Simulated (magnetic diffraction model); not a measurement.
# Solving a magnetic structure from powder neutron data: KTmMo2

Space group P-42_1m (no. 113), a = 7.1760 Å, c = 4.6740 Å.

```csv
site,atom,x,y,z
2c,Tm,0,1/2,0.2092
4e,Mo,0.2020,0.7020,0.7209
2a,K,0,0,0
```

The compound is invented for this exercise: a known structure type with other elements, its cell scaled to their sizes and not relaxed.

Only Tm is taken to order (form factors of Tm3+); orders and moment sizes are assumed, and not adapted to the symmetry. Radiation: neutrons of λ = 2.0775 Å, 5° to 55°; isotropic B of 0.21 Å² (Tm), 0.25 Å² (Mo) and 0.35 Å² (K). Simulated constant-wavelength pattern: nuclear and magnetic terms add, the magnetic one as |2.695 fm × Σ f S⊥ exp(2πi Q·r) exp(−B s²)|², summed over all Q at one angle with the factor 1/(sin²θ cos θ). For collinear order S is the moment m, which repeats by lattice and centring translations R with the sign exp(−2πi k·R). Free-ion form factors, Sears's scattering lengths of 1992, no absorption; a label names one of the reflections at its angle. The strongest nuclear line in the range is 100, and lines under 0.2 are left out.

Above the ordering temperature:

```csv
2θ (°),index,I
23.62,(1 1 0),15.1
25.68,(0 0 1),2.8
30.76,(1 0 1),7.3
35.17,(1 1 1),100.0
37.77,(2 1 0),31.1
42.81,(2 0 1),26.1
46.24,(2 1 1),84.3
48.34,(2 2 0),74.4
52.78,(0 0 2),18.4
```

Below it (cell unchanged):

```tsv
2θ (°)	I
17.38	117.0
23.62	15.1
25.68	2.8
29.48	59.8
30.76	7.3
35.17	100.0
37.77	31.1
38.12	21.1
40.82	20.0
42.81	26.1
45.34	26.3
46.24	84.3
47.70	29.4
48.34	74.4
51.75	15.8
52.78	18.4
53.90	8.2
```

**Question.** Find the propagation vector, then choose among these models:
A. collinear moments along [110], 4.1 μB on Tm; signs + at (0, 1/2, 0.2092), + at (1/2, 0, 0.7908)
B. collinear moments along [111], 4.1 μB on Tm; signs + at (0, 1/2, 0.2092), + at (1/2, 0, 0.7908)
C. collinear moments along [110], 4.1 μB on Tm; signs + at (0, 1/2, 0.2092), − at (1/2, 0, 0.7908)
D. collinear moments along [111], 4.1 μB on Tm; signs + at (0, 1/2, 0.2092), − at (1/2, 0, 0.7908)

The new lines index as (1/2 1/2 1/2) at 17.38°, (3/2 1/2 1/2) at 29.48°, (3/2 3/2 -1/2) at 38.12° and (1/2 1/2 3/2) at 40.82°, that is as H ± k with k = (1/2 1/2 1/2). Half indices mean that the moments reverse under translations with k·R a half-integer, and the magnetic cell has twice the primitive volume.

Magnetic intensity, observed (below minus above) and for each model:

| 2θ (°) | index | observed | A | B | C | D |
| --- | --- | --- | --- | --- | --- | --- |
| 17.38 | (1/2 1/2 1/2) | 117.0 | 126.9 | 117.0 | 109.1 | 102.3 |
| 29.48 | (3/2 1/2 1/2) | 59.8 | 54.9 | 59.8 | 67.5 | 70.3 |
| 38.12 | (3/2 3/2 1/2) | 21.1 | 19.9 | 21.1 | 13.3 | 15.6 |
| 40.82 | (1/2 1/2 3/2) | 20.0 | 23.8 | 20.0 | 25.4 | 21.3 |
| 45.34 | (5/2 1/2 1/2) | 26.3 | 24.0 | 26.3 | 20.3 | 23.3 |
| 47.70 | (3/2 1/2 3/2) | 29.4 | 33.2 | 29.4 | 28.3 | 25.4 |
| 51.75 | (5/2 3/2 1/2) | 15.8 | 13.1 | 15.8 | 19.5 | 21.1 |
| 53.90 | (3/2 3/2 3/2) | 8.2 | 8.5 | 8.2 | 13.0 | 11.8 |

Model B matches.

The structure used: k = (1/2 1/2 1/2), collinear moments along [111], 4.1 μB on Tm; signs + at (0, 1/2, 0.2092), + at (1/2, 0, 0.7908).

[Logs are printed without paths, hosts, clocks, repeated set-up lines and the standing remarks that a program may print on its own settings, such as how far it seeks lower states.]
